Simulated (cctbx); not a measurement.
## Which space group?

Cell: a = 4.4590 Å, b = 4.4590 Å, c = 10.3480 Å, α = 90.00°, β = 90.00°, γ = 90.00°. Expected content of the cell: Sn6 Cd2 Rh2.

Simulated single-crystal data (cctbx): Mo Kα, λ = 0.71073 Å, to d = 0.75 Å, 50 % of the full sphere, strongest reflection 20000 counts, noise from counting, a 4 % proportional error and a noise floor of 4 counts (s.d.); no absorption, some extinction.

Tests on the unmerged data give:

```text
1062 reflections to d = 0.753 A
centring   violations  <I/sigma> of those
    A        256 of   503      9.8
    B        267 of   539      9.4
    C        247 of   506      8.5
    I          0 of   534      0.0
    R        335 of   704      9.0
    F        385 of   774      9.3
Laue class    unique    Rint  (classes that these axes allow; Friedel mates merged)
I 1 2/m 1         257   0.027
I 1 1 2/m         251   0.029
I 2/m 1 1         256   0.029
I m m m           162   0.031
I 4/m             137   0.031
I 4/m m m          97   0.033
space group    extra absences  I>4sigma  <I/sigma>
I 4 2 2                 0          0         -  acentric
I 4 m m                 0          0         -  acentric
I -4 m 2                0          0         -  acentric
I -4 2 m                0          0         -  acentric
I 4/m m m               0          0         -  centric
Wilson B = 0.49 A^2   <|E^2-1|> = 0.573 (0.968 centric, 0.736 acentric)   E^2>4: 0.0 %
shell (A)         n   <I/sigma>
 5.17 - 1.50     17     37.3
 1.50 - 1.19     13     42.1
 1.19 - 1.04     12     41.3
 1.04 - 0.95     12     43.9
 0.95 - 0.88      9     25.4
 0.88 - 0.83     12     39.1
 0.83 - 0.79     10     34.3
 0.79 - 0.75     12     41.5
```

**Question.** What are the lattice type, the Laue class and the likely space group?

The reflections that I centring forbids are absent (⟨I/σ⟩ near 0), so the lattice is I.

Rint stays low (0.027 to 0.033) up to I 4/m m m, the highest class in these axes.

5 settings pass the absence test. No glide or screw absences show, which leaves I 4 2 2, I 4 m m, I -4 m 2, I -4 2 m and I 4/m m m.

⟨|E²−1|⟩ = 0.573 leans to a non-centrosymmetric structure, or to twinning, which lowers it. The Wilson B of 0.49 Å² means U ≈ 0.0062 Å².

The true group is I4mm (no. 107), Laue class 4/mmm, non-centrosymmetric. The tables only narrow the choice to the tied entries; cell content, site symmetry and trial solutions must settle it.

The model is made up (kin elements in a known structure type, no relaxation), so it says nothing on whether the phase exists.

[Logs are printed without paths, hosts, clocks, repeated set-up lines and the standing remarks that a program may print on its own settings, such as how far it seeks lower states.]
